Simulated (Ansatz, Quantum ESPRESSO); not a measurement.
# Nb2COF MXene, 1 layer in an electric field, part 4 of 6

How does Nb2COF MXene, 1 layer respond to a gate-like field without added charge?

Quantum ESPRESSO 7.5; plane-wave DFT, PBE, GBRV ultrasoft pseudopotentials; geometry and cross-check by Ansatz 0.2.0 with PAW datasets.

So far. Step 6 (SCF with pw.x: field 0.1 V/Å): The dipole goes from -0.0512 to -0.0250 e Å, 0.2613 e Å per V/Å. Step 7 (Potential by pp.x): The slope in the vacuum is 0.100 eV/Å for an applied 0.10 V/Å, as it should be.

**8. Self-consistent run: field 0.2 V/Å**

f2.in reads:

```
&control
  prefix = 'f2'
  outdir = './out'
  pseudo_dir = './pseudo'
  calculation = 'scf'
  tprnfor = .true.
  tefield = .true.
  dipfield = .true.
/
&system
  ibrav = 0
  nat = 5
  ntyp = 4
  ecutwfc = 40
  ecutrho = 200
  occupations = 'smearing'
  smearing = 'fd'
  degauss = 0.004
  edir = 3
  emaxpos = 0.97
  eopreg = 0.04
  eamp = 0.00388938
/
&electrons
  conv_thr = 1e-09
  mixing_beta = 0.4
  electron_maxstep = 120
  mixing_mode = 'plain'
  startingpot = 'file'
/
ATOMIC_SPECIES
  F   18.9984  f_pbe_v1.4.uspp.F.UPF
  Nb  92.9064  nb_pbe_v1.uspp.F.UPF
  C   12.0110  c_pbe_v1.2.uspp.F.UPF
  O   15.9990  o_pbe_v1.2.uspp.F.UPF
CELL_PARAMETERS angstrom
  3.14303685234012 -0.00000000000000 -0.00000000000000
  -1.57151842617006 2.72194975915722 -0.00000000000000
  -0.00000000000000 -0.00000000000000 21.54269237080000
ATOMIC_POSITIONS crystal
  F   0.333333333333 0.666666666667 0.379879162998
  Nb  0.666666666667 0.333333333333 0.445702865430
  C   0.000000000000 -0.000000000000 0.498652447475
  Nb  0.333333333333 0.666666666667 0.556713727214
  O   0.666666666667 0.333333333333 0.606307825083
K_POINTS automatic
  12 12 1 0 0 0
```

Run with:

```bash
$ cp -r out/f0.save out/f2.save
$ OMP_NUM_THREADS=1 mpirun -n 4 pw.x -nk 4 -in f2.in > f2.out
```

The log of the run:

```text
[banner, memory and clock lines left out]
Program PWSCF v.7.5 starts
[...]
number of electrons       =        43.00
     number of Kohn-Sham states=           26
     kinetic-energy cutoff     =      40.0000  Ry
     charge density cutoff     =     200.0000  Ry
[...]
number of k points=    74  Fermi-Dirac smearing, width (Ry)=  0.0040
[...]
Dense  grid:    59505 G-vectors     FFT dimensions: (  27,  27, 192)
[...]
The initial density is read from file :
[...]
negative rho (up, down):  3.796E-03 0.000E+00
[...]
Starting wfcs are   38 randomized atomic wfcs
[...]
negative rho (up, down):  3.800E-03 0.000E+00
[...]
estimated scf accuracy    <       0.11876057 Ry
[...]
negative rho (up, down):  3.830E-03 0.000E+00
[...]
estimated scf accuracy    <       5.63145788 Ry
[...]
negative rho (up, down):  3.805E-03 0.000E+00
[...]
estimated scf accuracy    <       0.00412071 Ry
[...]
negative rho (up, down):  3.798E-03 0.000E+00
[...]
estimated scf accuracy    <       0.00033286 Ry
[...]
negative rho (up, down):  3.796E-03 0.000E+00
[...]
estimated scf accuracy    <       0.00001942 Ry
[...]
negative rho (up, down):  3.796E-03 0.000E+00
[...]
estimated scf accuracy    <       0.00000312 Ry
[...]
negative rho (up, down):  3.797E-03 0.000E+00
[...]
estimated scf accuracy    <       0.00000113 Ry
[...]
negative rho (up, down):  3.797E-03 0.000E+00
[...]
estimated scf accuracy    <       0.00000053 Ry
[...]
negative rho (up, down):  3.798E-03 0.000E+00
[...]
estimated scf accuracy    <       0.00000010 Ry
[...]
negative rho (up, down):  3.798E-03 0.000E+00
[...]
estimated scf accuracy    <       0.00000002 Ry
[...]
negative rho (up, down):  3.798E-03 0.000E+00
[...]
Computed dipole along edir(3) :
        Dipole                0.0020 Ry au,          0.0051 Debye
        Dipole field          0.0000 Ry au,
        E field amplitude [Ha a.u.]:  3.8894E-03
        Potential amp.        0.3024 Ry
        Total length         39.0814 bohr
[...]
the Fermi energy is     1.0864 ev
!    total energy              =    -328.58808648 Ry
     estimated scf accuracy    <          6.0E-10 Ry
     smearing contrib. (-TS)   =      -0.00110909 Ry
     internal energy E=F+TS    =    -328.58697739 Ry
[...]
one-electron contribution =   -2786.23819053 Ry
     hartree contribution      =    1396.37497434 Ry
     xc contribution           =     -57.19413235 Ry
     ewald contribution        =    1118.47038679 Ry
     electric field correction =      -0.00001564 Ry
     convergence has been achieved in  11 iterations
     negative rho (up, down):  3.798E-03 0.000E+00
[...]
Total force =     0.005060     Total SCF correction =     0.000127
[...]
```

The job ended after 69 s (4 MPI ranks of Arm Neoverse V1, shared host; peak memory 0.6 GiB; 4.6 min of CPU time).

Numbers from this step:

```
free energy             : -4470.6687 eV
energy at zero smearing : -4470.6611 eV
Fermi energy            : 1.086 eV
dipole along the normal : 0.001062 e·Å
```

The dipole goes from -0.0512 to 0.0011 e Å, 0.2611 e Å per V/Å.

**9. Electrostatic potential**

f2.pot.in reads:

```
&inputpp
  prefix = 'f2'
  outdir = './out'
  filplot = 'f2.pot.dat'
  plot_num = 11
/
```

Run with:

```bash
$ OMP_NUM_THREADS=1 mpirun -n 4 pp.x -in f2.pot.in > f2.pot.out
```

Run time: 1 s. Hardware: 4 MPI ranks; peak memory 0.1 GiB.

Read from the output:

* slope of the potential above: 0.2000 eV/Å
* upper vacuum line continued to the top atoms, over the Fermi level: 5.809 eV
* slope of the potential below: 0.2000 eV/Å
* lower vacuum line continued to the bottom atoms, over the Fermi level: 4.856 eV

The slope in the vacuum is 0.200 eV/Å for an applied 0.20 V/Å, as it should be.

**10. Band structure: field 0.2 V/Å**

f2.bands.in reads:

```
&control
  prefix = 'f2.bands'
  outdir = './out'
  pseudo_dir = './pseudo'
  calculation = 'bands'
  tefield = .true.
  dipfield = .true.
/
&system
  ibrav = 0
  nat = 5
  ntyp = 4
  ecutwfc = 40
  ecutrho = 200
  occupations = 'smearing'
  smearing = 'fd'
  degauss = 0.004
  edir = 3
  emaxpos = 0.97
  eopreg = 0.04
  eamp = 0.00388938
  nbnd = 27
/
&electrons
  conv_thr = 1e-07
  mixing_beta = 0.4
  electron_maxstep = 120
  mixing_mode = 'local-TF'
/
ATOMIC_SPECIES
  F   18.9984  f_pbe_v1.4.uspp.F.UPF
  Nb  92.9064  nb_pbe_v1.uspp.F.UPF
  C   12.0110  c_pbe_v1.2.uspp.F.UPF
  O   15.9990  o_pbe_v1.2.uspp.F.UPF
CELL_PARAMETERS angstrom
  3.14303685234012 -0.00000000000000 -0.00000000000000
  -1.57151842617006 2.72194975915722 -0.00000000000000
  -0.00000000000000 -0.00000000000000 21.54269237080000
ATOMIC_POSITIONS crystal
  F   0.333333333333 0.666666666667 0.379879162998
  Nb  0.666666666667 0.333333333333 0.445702865430
  C   0.000000000000 -0.000000000000 0.498652447475
  Nb  0.333333333333 0.666666666667 0.556713727214
  O   0.666666666667 0.333333333333 0.606307825083
K_POINTS crystal_b
4
  0.0000000000 0.0000000000 0.0000000000 14
  0.5000000000 0.0000000000 0.0000000000 14
  0.3333333333 0.3333333333 0.0000000000 14
  0.0000000000 0.0000000000 0.0000000000 1
```

Run with:

```bash
$ cp -r out/f2.save out/f2.bands.save
$ cp out/f2.xml out/f2.bands.xml
$ OMP_NUM_THREADS=1 mpirun -n 4 pw.x -nk 4 -in f2.bands.in > f2.bands.out
```

The log of the run:

```text
[banner, memory and clock lines left out]
Program PWSCF v.7.5 starts
[citation notice left out]

[...]
bravais-lattice index     =            0
     lattice parameter (alat)  =       5.9395  a.u.
     unit-cell volume          =    1243.7301 (a.u.)^3
     number of atoms/cell      =            5
     number of atomic types    =            4
     number of electrons       =        43.00
     number of Kohn-Sham states=           27
     kinetic-energy cutoff     =      40.0000  Ry
     charge density cutoff     =     200.0000  Ry
     Exchange-correlation= SLA  PW   PBE  PBE
                           (   1   4   3   4   0   0   0)

[...]
PseudoPot. # 1 for F  read from file:
     ./pseudo/f_pbe_v1.4.uspp.F.UPF
     Pseudo is Ultrasoft, Zval =  7.0
     Generated by new atomic code, or converted to UPF format
     Using radial grid of  799 points,  4 beta functions with:
                l(1) =   0
                l(2) =   0
                l(3) =   1
                l(4) =   1
     Q(r) pseudized with  8 coefficients,  rinner =    0.950   0.950   0.950

     PseudoPot. # 2 for Nb read from file:
     ./pseudo/nb_pbe_v1.uspp.F.UPF
     Pseudo is Ultrasoft + core correction, Zval = 13.0
     Generated by new atomic code, or converted to UPF format
     Using radial grid of  887 points,  6 beta functions with:
                l(1) =   0
                l(2) =   0
                l(3) =   1
                l(4) =   1
                l(5) =   2
                l(6) =   2
     Q(r) pseudized with  6 coefficients,  rinner =    1.000   1.000   1.000
                                                       1.000   1.000

     PseudoPot. # 3 for C  read from file:
     ./pseudo/c_pbe_v1.2.uspp.F.UPF
     Pseudo is Ultrasoft + core correction, Zval =  4.0
     Generated by new atomic code, or converted to UPF format
     Using radial grid of  721 points,  4 beta functions with:
                l(1) =   0
                l(2) =   0
                l(3) =   1
                l(4) =   1
     Q(r) pseudized with  8 coefficients,  rinner =    1.100   1.100   1.100

     PseudoPot. # 4 for O  read from file:
     ./pseudo/o_pbe_v1.2.uspp.F.UPF
     Pseudo is Ultrasoft + core correction, Zval =  6.0
     Generated by new atomic code, or converted to UPF format
     Using radial grid of  737 points,  5 beta functions with:
                l(1) =   0
                l(2) =   0
                l(3) =   1
                l(4) =   1
                l(5) =   2
     Q(r) pseudized with  8 coefficients,  rinner =    0.900   0.900   0.900
                                                       0.900   0.900

     atomic species   valence    mass     pseudopotential
     F                 7.00    18.99840     F ( 1.00)
     Nb               13.00    92.90640     Nb( 1.00)
     C                 4.00    12.01100     C ( 1.00)
     O                 6.00    15.99900     O ( 1.00)

     No symmetry found

[...]
number of k points=    43  Fermi-Dirac smearing, width (Ry)=  0.0040
[...]
Dense  grid:    59505 G-vectors     FFT dimensions: (  27,  27, 192)

     Smooth grid:    42385 G-vectors     FFT dimensions: (  24,  24, 180)

     The potential is recalculated from file :
     ./out/f2.bands.save/charge-density

     negative rho (up, down):  3.798E-03 0.000E+00

     Adding external electric field

     Computed dipole along edir(3) :
        Dipole                0.0020 Ry au,          0.0051 Debye
        Dipole field          0.0000 Ry au,

        E field amplitude [Ha a.u.]:  3.8894E-03
        Potential amp.        0.3024 Ry
        Total length         39.0814 bohr

     Starting wfcs are   38 randomized atomic wfcs

     Band Structure Calculation
     Davidson diagonalization with overlap

     ethr =  2.33E-10,  avg # of iterations = 32.4

     End of band structure calculation

          k = 0.0000 0.0000 0.0000 (  5259 PWs)   bands (ev):

   -55.0219 -54.8209 -31.4679 -30.8535 -30.7801 -30.7801 -30.6207 -30.6207
   -24.0077 -17.6302 -10.9114  -6.5199  -5.5670  -5.5670  -4.8667  -4.4974
    -4.4974  -2.4164  -2.0352  -2.0352   0.2370   0.2370   1.0405   2.5380
     2.5380   3.0999   3.3407

          k = 0.0357 0.0206 0.0000 (  5247 PWs)   bands (ev):

   -55.0208 -54.8201 -31.4647 -30.8616 -30.7826 -30.7820 -30.6292 -30.6221
   -24.0059 -17.6239 -10.9063  -6.5078  -5.5841  -5.5635  -4.8465  -4.5097
    -4.4869  -2.4348  -2.0594  -2.0562   0.2102   0.2625   1.0489   2.5148
     2.5622   3.1408   3.3416

[...]
```

Wall time 23 s (4 MPI ranks); peak memory 0.33 GiB; 91 s of CPU time.

Band numbers count within the set of bands kept for display. The electronic bands at the labelled points (eV, zero at the Fermi level; # counts the bands kept):

```
  point     #7     #8     #9    #10    #11    #12   #13   #14
      Γ  -3.50  -3.12  -3.12  -0.85  -0.85  -0.05  1.45  1.45
halfway  -4.65  -3.57  -3.38  -1.57   0.27   0.29  1.51  2.00
      M  -4.41  -4.21  -3.30  -1.74   1.34   1.98  2.33  2.75
halfway  -4.54  -4.20  -3.41  -1.30   0.94   1.38  2.06  2.46
      K  -4.42  -3.91  -3.86  -0.23   0.14   0.82  1.77  2.31
halfway  -4.71  -3.98  -3.26  -1.01  -0.80   1.31  1.78  1.93
      Γ  -3.50  -3.12  -3.12  -0.85  -0.85  -0.05  1.45  1.45
```

Upper empty bands that drop with the field can be states of the vacuum, held by the sawtooth; they depend on the cell's width.

**11. Ground state: field 0.4 V/Å**

f3.in is the input of step 8 with these lines changed:

```diff
@@ -1,3 +1,3 @@
 &control
-  prefix = 'f2'
+  prefix = 'f3'
   outdir = './out'
@@ -21,3 +21,3 @@
   eopreg = 0.04
-  eamp = 0.00388938
+  eamp = 0.00777876
 /
```

Run with:

```bash
$ cp -r out/f0.save out/f3.save
$ OMP_NUM_THREADS=1 mpirun -n 4 pw.x -nk 4 -in f3.in > f3.out
```

The log of the run:

```text
[banner, memory and clock lines left out]
Program PWSCF v.7.5 starts
[...]
number of electrons       =        43.00
     number of Kohn-Sham states=           26
     kinetic-energy cutoff     =      40.0000  Ry
     charge density cutoff     =     200.0000  Ry
[...]
number of k points=    74  Fermi-Dirac smearing, width (Ry)=  0.0040
[...]
Dense  grid:    59505 G-vectors     FFT dimensions: (  27,  27, 192)
[...]
The initial density is read from file :
[...]
negative rho (up, down):  3.796E-03 0.000E+00
[...]
Starting wfcs are   38 randomized atomic wfcs
[...]
negative rho (up, down):  3.794E-03 0.000E+00
[...]
estimated scf accuracy    <       0.46258881 Ry
[...]
negative rho (up, down):  3.954E-03 0.000E+00
[...]
estimated scf accuracy    <      35.00998406 Ry
[...]
negative rho (up, down):  3.828E-03 0.000E+00
[...]
estimated scf accuracy    <       0.06783649 Ry
[...]
negative rho (up, down):  3.790E-03 0.000E+00
[...]
estimated scf accuracy    <       0.00926913 Ry
[...]
negative rho (up, down):  3.785E-03 0.000E+00
[...]
estimated scf accuracy    <       0.00418134 Ry
[...]
negative rho (up, down):  3.784E-03 0.000E+00
[...]
estimated scf accuracy    <       0.00100317 Ry
[...]
negative rho (up, down):  3.790E-03 0.000E+00
[...]
estimated scf accuracy    <       0.00053644 Ry
[...]
negative rho (up, down):  3.792E-03 0.000E+00
[...]
estimated scf accuracy    <       0.00009295 Ry
[...]
negative rho (up, down):  3.793E-03 0.000E+00
[...]
estimated scf accuracy    <       0.00002751 Ry
[...]
negative rho (up, down):  3.794E-03 0.000E+00
[...]
estimated scf accuracy    <       0.00000514 Ry
[...]
negative rho (up, down):  3.795E-03 0.000E+00
[...]
estimated scf accuracy    <       0.00000064 Ry
[...]
negative rho (up, down):  3.795E-03 0.000E+00
[...]
estimated scf accuracy    <       0.00000017 Ry
[...]
negative rho (up, down):  3.795E-03 0.000E+00
[...]
estimated scf accuracy    <          6.0E-09 Ry
[...]
negative rho (up, down):  3.795E-03 0.000E+00
[...]
Computed dipole along edir(3) :
        Dipole                0.1005 Ry au,          0.2554 Debye
        Dipole field          0.0010 Ry au,
        E field amplitude [Ha a.u.]:  7.7788E-03
        Potential amp.        0.5287 Ry
        Total length         39.0814 bohr
[...]
the Fermi energy is     1.1202 ev
!    total energy              =    -328.58848511 Ry
     estimated scf accuracy    <          7.7E-10 Ry
     smearing contrib. (-TS)   =      -0.00111120 Ry
     internal energy E=F+TS    =    -328.58737391 Ry
[...]
one-electron contribution =   -2786.26974848 Ry
     hartree contribution      =    1396.40827965 Ry
     xc contribution           =     -57.19483056 Ry
     ewald contribution        =    1118.47038679 Ry
     electric field correction =      -0.00146131 Ry
     convergence has been achieved in  14 iterations
     negative rho (up, down):  3.795E-03 0.000E+00
[...]
Total force =     0.010736     Total SCF correction =     0.000131
[...]
```

Wall time 85 s (4 MPI ranks); peak memory 0.6 GiB.

Read from the output:

* free energy: -4470.6741 eV
* energy at zero smearing: -4470.6665 eV
* Fermi energy: 1.120 eV
* dipole along the normal: 0.05317 e·Å

The dipole goes from -0.0512 to 0.0532 e Å, 0.2608 e Å per V/Å.

**12. Electrostatic potential**

f3.pot.in reads:

```
&inputpp
  prefix = 'f3'
  outdir = './out'
  filplot = 'f3.pot.dat'
  plot_num = 11
/
```

Run with:

```bash
$ OMP_NUM_THREADS=1 mpirun -n 4 pp.x -in f3.pot.in > f3.pot.out
```

Wall time 1.1 s (4 MPI ranks); peak memory 0.1 GiB.

Read from the output:

* slope of the potential above: 0.4000 eV/Å
* upper vacuum line continued to the top atoms, over the Fermi level: 5.715 eV
* slope of the potential below: 0.4000 eV/Å
* lower vacuum line continued to the bottom atoms, over the Fermi level: 4.888 eV

The slope in the vacuum is 0.400 eV/Å for an applied 0.40 V/Å, as it should be.

Each curve counts from the Fermi level of its own run.

The runs together. Potential energy against z:

```
z (Å)  potential at 0 V/Å (eV)  potential at 0.1 V/Å (eV)  potential at 0.2 V/Å (eV)  potential at 0.4 V/Å (eV)
    0                     5.10                       4.69                       4.29                       3.49
    2                     4.82                       4.22                       3.62                       2.41
    4                     4.82                       4.42                       4.02                       3.21
    6                     4.82                       4.62                       4.41                       4.01
    8                    -4.33                      -4.37                      -4.41                      -4.50
   10                    -19.9                      -19.9                      -19.9                      -19.9
   12                    -29.3                      -29.3                      -29.3                      -29.3
   14                     5.06                       5.11                       5.17                       5.29
   16                     5.91                       6.15                       6.40                       6.89
   18                     5.91                       6.35                       6.80                       7.69
   20                     5.91                       6.55                       7.20                       8.49
```

(Part 4 of 6 ends here.)

[Logs are printed without paths, hosts, clocks, repeated set-up lines and the standing remarks that a program may print on its own settings, such as how far it seeks lower states.]

[Hosts, paths, dates, database ids (printed as entryN), source tags and the programs' standing remarks are cut or masked in the printed files.]

[Maps of the electrostatic potential energy from Ansatz leave out the sawtooth potential of an applied field or a dipole correction, so their vacuum need not be flat; planar profiles and work functions include it.]
